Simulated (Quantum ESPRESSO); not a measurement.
# puckered PAs, 1 layer: a series in strain along the second axis, part 3 of 7

Aim: how the results for puckered PAs, 1 layer change with strain along the second axis.

Quantum ESPRESSO 7.5; plane-wave DFT, PBE, GBRV ultrasoft pseudopotentials.

So far. Step 2 (Variable-cell relaxation of the reference):  The last row is no step: it is a fresh SCF in the final cell with a new plane-wave basis, -0 meV from the row before. Step 3 (Relaxing the ions, -4 %): The relaxation lowers the energy by 1 meV an atom.

### Step 4. Self-consistent run, -4 %

The self-consistent run of this member.

Contents of m0.scf.in:

```
&control
  prefix = 'm0.scf'
  outdir = './out'
  pseudo_dir = './pseudo'
  calculation = 'scf'
  tprnfor = .true.
/
&system
  ibrav = 0
  nat = 4
  ntyp = 2
  ecutwfc = 40
  ecutrho = 200
  occupations = 'smearing'
  smearing = 'fd'
  degauss = 0.002
  nbnd = 14
/
&electrons
  conv_thr = 1e-09
  mixing_beta = 0.4
  electron_maxstep = 120
  mixing_mode = 'plain'
/
ATOMIC_SPECIES
  P   30.9738  p_pbe_v1.5.uspp.F.UPF
  As  74.9216  as_pbe_v1.uspp.F.UPF
CELL_PARAMETERS angstrom
  4.69735889000000 0.00000000000000 0.00000000000000
  0.00000000000000 3.36643736160000 0.00000000000000
  0.00000000000000 0.00000000000000 17.36000000000000
ATOMIC_POSITIONS crystal
  P   0.076859933100 0.000000000000 0.436972639800
  As  0.423140066900 0.500000000000 0.431798838000
  As  0.923140066900 0.000000000000 0.568201162000
  P   0.576859933100 0.500000000000 0.563027360200
K_POINTS automatic
  8 8 1 0 0 0
```

The run is started by

```bash
OMP_NUM_THREADS=1 mpirun -n 4 pw.x -nk 4 -in m0.scf.in > m0.scf.out
```

Log:

```text
[banner, memory and clock lines left out]
Program PWSCF v.7.5 starts
[citation notice left out]

[...]
Message from routine setup:
[...]
bravais-lattice index     =            0
     lattice parameter (alat)  =       8.8767  a.u.
     unit-cell volume          =    1852.5528 (a.u.)^3
     number of atoms/cell      =            4
     number of atomic types    =            2
     number of electrons       =        20.00
     number of Kohn-Sham states=           14
     kinetic-energy cutoff     =      40.0000  Ry
     charge density cutoff     =     200.0000  Ry
     scf convergence threshold =      1.0E-09
     mixing beta               =       0.4000
     number of iterations used =            8  plain     mixing
     Exchange-correlation= SLA  PW   PBE  PBE
                           (   1   4   3   4   0   0   0)

[...]
PseudoPot. # 1 for P  read from file:
     ./pseudo/p_pbe_v1.5.uspp.F.UPF
     Pseudo is Ultrasoft + core correction, Zval =  5.0
     Generated by new atomic code, or converted to UPF format
     Using radial grid of  903 points,  6 beta functions with:
                l(1) =   0
                l(2) =   0
                l(3) =   1
                l(4) =   1
                l(5) =   2
                l(6) =   2
     Q(r) pseudized with  8 coefficients,  rinner =    1.300   1.300   1.300
                                                       1.300   1.300

     PseudoPot. # 2 for As read from file:
     ./pseudo/as_pbe_v1.uspp.F.UPF
     Pseudo is Ultrasoft + core correction, Zval =  5.0
     Generated by new atomic code, or converted to UPF format
     Using radial grid of  875 points,  6 beta functions with:
                l(1) =   0
                l(2) =   0
                l(3) =   1
                l(4) =   1
                l(5) =   2
                l(6) =   2
     Q(r) pseudized with  8 coefficients,  rinner =    1.300   1.300   1.300
                                                       1.300   1.300

     atomic species   valence    mass     pseudopotential
     P                 5.00    30.97380     P ( 1.00)
     As                5.00    74.92160     As( 1.00)

      4 Sym. Ops. (no inversion) found ( 2 have fractional translation)

[...]
number of k points=    25  Fermi-Dirac smearing, width (Ry)=  0.0020
[...]
Dense  grid:    88485 G-vectors     FFT dimensions: (  40,  30, 150)

     Smooth grid:    63231 G-vectors     FFT dimensions: (  36,  30, 135)

     Initial potential from superposition of free atoms

     starting charge      19.9992, renormalised to      20.0000

     negative rho (up, down):  1.274E-04 0.000E+00
     Starting wfcs are   16 randomized atomic wfcs

     per-process dynamical memory:    68.6 Mb

     Self-consistent Calculation

     iteration #  1     ecut=    40.00 Ry     beta= 0.40
     Davidson diagonalization with overlap
     ethr =  1.00E-02,  avg # of iterations =  2.7

     Threshold (ethr) on eigenvalues was too large:
     Diagonalizing with lowered threshold

     Davidson diagonalization with overlap
     ethr =  3.36E-04,  avg # of iterations =  2.4

     negative rho (up, down):  1.974E-04 0.000E+00

     total energy              =    -111.54624096 Ry
     estimated scf accuracy    <       0.06836867 Ry

     iteration #  2     ecut=    40.00 Ry     beta= 0.40
[...]
negative rho (up, down):  2.508E-04 0.000E+00

[...]
total energy              =    -111.54987760 Ry
     estimated scf accuracy    <       0.01522403 Ry

     iteration #  3     ecut=    40.00 Ry     beta= 0.40
[...]
negative rho (up, down):  3.000E-04 0.000E+00

[...]
total energy              =    -111.55027906 Ry
     estimated scf accuracy    <       0.00295240 Ry

     iteration #  4     ecut=    40.00 Ry     beta= 0.40
[...]
negative rho (up, down):  3.071E-04 0.000E+00

[...]
total energy              =    -111.55059651 Ry
     estimated scf accuracy    <       0.00011020 Ry

     iteration #  5     ecut=    40.00 Ry     beta= 0.40
[...]
negative rho (up, down):  3.157E-04 0.000E+00

[...]
total energy              =    -111.55071675 Ry
     estimated scf accuracy    <       0.00003096 Ry

     iteration #  6     ecut=    40.00 Ry     beta= 0.40
[...]
negative rho (up, down):  3.196E-04 0.000E+00

[...]
total energy              =    -111.55072413 Ry
     estimated scf accuracy    <       0.00000470 Ry

     iteration #  7     ecut=    40.00 Ry     beta= 0.40
[...]
negative rho (up, down):  3.229E-04 0.000E+00

[...]
total energy              =    -111.55072783 Ry
     estimated scf accuracy    <       0.00000022 Ry

     iteration #  8     ecut=    40.00 Ry     beta= 0.40
[...]
negative rho (up, down):  3.243E-04 0.000E+00

[...]
total energy              =    -111.55072833 Ry
     estimated scf accuracy    <       0.00000006 Ry

     iteration #  9     ecut=    40.00 Ry     beta= 0.40
[...]
negative rho (up, down):  3.256E-04 0.000E+00

[...]
total energy              =    -111.55072835 Ry
     estimated scf accuracy    <          3.3E-09 Ry

     iteration # 10     ecut=    40.00 Ry     beta= 0.40
[...]
negative rho (up, down):  3.275E-04 0.000E+00

[...]
End of self-consistent calculation

          k = 0.0000 0.0000 0.0000 (  7887 PWs)   bands (ev):

   -15.8370 -13.6620 -10.3024  -6.8411  -6.4069  -5.5352  -3.7530  -3.1326
    -2.2208  -1.3592  -0.6525   1.1031   1.8937   2.3575

          k = 0.0000 0.1744 0.0000 (  7911 PWs)   bands (ev):

   -15.6559 -13.4741 -10.3838  -6.9355  -6.3075  -5.3725  -4.6733  -3.1760
    -3.0215  -1.4253  -0.4804   1.3527   2.5232   2.8924

[...]
the Fermi energy is    -1.0036 ev

!    total energy              =    -111.55072837 Ry
     estimated scf accuracy    <          7.2E-10 Ry
     smearing contrib. (-TS)   =      -0.00000000 Ry
     internal energy E=F+TS    =    -111.55072837 Ry

     The total energy is F=E-TS. E is the sum of the following terms:
     one-electron contribution =    -259.09421633 Ry
     hartree contribution      =     133.71408268 Ry
     xc contribution           =     -74.85100628 Ry
     ewald contribution        =      88.68041156 Ry

     convergence has been achieved in  10 iterations

     negative rho (up, down):  3.275E-04 0.000E+00

     Forces acting on atoms (cartesian axes, Ry/au):

     atom    1 type  1   force =     0.00004940    0.00000000    0.00002399
     atom    2 type  2   force =    -0.00004940    0.00000000   -0.00035689
     atom    3 type  2   force =    -0.00004940    0.00000000    0.00035689
     atom    4 type  1   force =     0.00004940    0.00000000   -0.00002399

     Total force =     0.000515     Total SCF correction =     0.000031

[...]
```

The job ended after 15 s (4 MPI ranks of AMD EPYC 9R14 (Zen 4), shared host; peak memory 0.47 GiB; 60 s of CPU time).

This step gave:

* free energy: -1517.7250 eV
* valence top, on the run's zero: -1.359 eV
* conduction bottom, on the run's zero: -0.6525 eV
* gap by band count: 0.7067 eV

### Step 5. Potential by pp.x, -4 %

plot_num = 11 writes the bare and Hartree potential, from which vacuum levels or, in a crystal, the mean potential are read.

Contents of m0.pot.in:

```
&inputpp
  prefix = 'm0.scf'
  outdir = './out'
  filplot = 'm0.pot.dat'
  plot_num = 11
/
```

The run is started by

```bash
OMP_NUM_THREADS=1 mpirun -n 4 pp.x -in m0.pot.in > m0.pot.out
```

Log:

```text
[banner, memory and clock lines left out]
Program POST-PROC v.7.5 starts

          URL

     ./out/m0.scf.save/

     IMPORTANT: XC functional enforced from input :
     Exchange-correlation= PBE
                           (   1   4   3   4   0   0   0)
     Any further DFT definition will be discarded
     Please, verify this is what you really want

     negative rho (up, down):  3.275E-04 0.000E+00

     Calling punch_plot, plot_num =  11
     Writing data to file  m0.pot.dat
     Message from routine chdens:
     namelist plot not found or invalid, exiting
```

Wall time 1.4 s (4 MPI ranks); peak memory 0.11 GiB.

Read from the output:

| Quantity | Value |
| --- | --- |
| slope of the potential above | 1.40e-4 eV/Å |
| upper vacuum line continued to the top atoms, over the valence top | 4.837 eV |
| slope of the potential below | 4.59e-5 eV/Å |
| lower vacuum line continued to the bottom atoms, over the valence top | 4.838 eV |
| vacuum level at the upper face over the valence top of the mesh | 4.838 eV |
| vacuum level at the lower face over the valence top of the mesh | 4.838 eV |

The potential energy, planar mean oscillates, so the rows of the table below give means over windows of 0.5 Å about each position, cut where the curve ends. Its maxima inside the range that stand out by 2 % of the span (Å: eV): 7.41: 10.2, 8.68: 0.646, 9.95: 10.2. Its minima: 6.83: -1.47, 8.10: -4.33, 9.26: -4.33, 10.53: -1.47.

Electrostatic potential energy of an electron; zero at the highest filled level of the SCF mesh. The potential energy, planar mean by z; means over each step:

z (Å), potential energy, planar mean (eV) and a bar from the least value:
```
      0.0        4.8 ###################
      0.5        4.8 ###################
      1.0        4.8 ###################
      1.5        4.8 ###################
      2.0        4.8 ###################
      2.5        4.8 ###################
      3.0        4.8 ###################
      3.5        4.8 ###################
      4.0        4.8 ###################
      4.5        4.8 ###################
      5.0        4.8 ###################
      5.5        4.7 ##################
      6.0        4.1 #################
      6.5        1.8 ##########
      7.0        1.5 #########
      7.5        8.7 ##############################
      8.0       -1.4 #
      8.5       -0.5 ###
      9.0       -1.6 
      9.5        1.6 #########
     10.0        8.2 #############################
     10.5        0.1 #####
     11.0        2.8 #############
     11.5        4.4 #################
     12.0        4.7 ##################
     12.5        4.8 ###################
     13.0        4.8 ###################
     13.5        4.8 ###################
     14.0        4.8 ###################
     14.5        4.8 ###################
     15.0        4.8 ###################
     15.5        4.8 ###################
     16.0        4.8 ###################
     16.5        4.8 ###################
     17.0        4.8 ###################
```

[end of part 3 of 7]

[Logs are printed without paths, hosts, clocks, repeated set-up lines and the standing remarks that a program may print on its own settings, such as how far it seeks lower states.]

[Hosts, paths, dates, database ids (printed as entryN), source tags and the programs' standing remarks are cut or masked in the printed files.]

[Maps of the electrostatic potential energy from Ansatz leave out the sawtooth potential of an applied field or a dipole correction, so their vacuum need not be flat; planar profiles and work functions include it.]
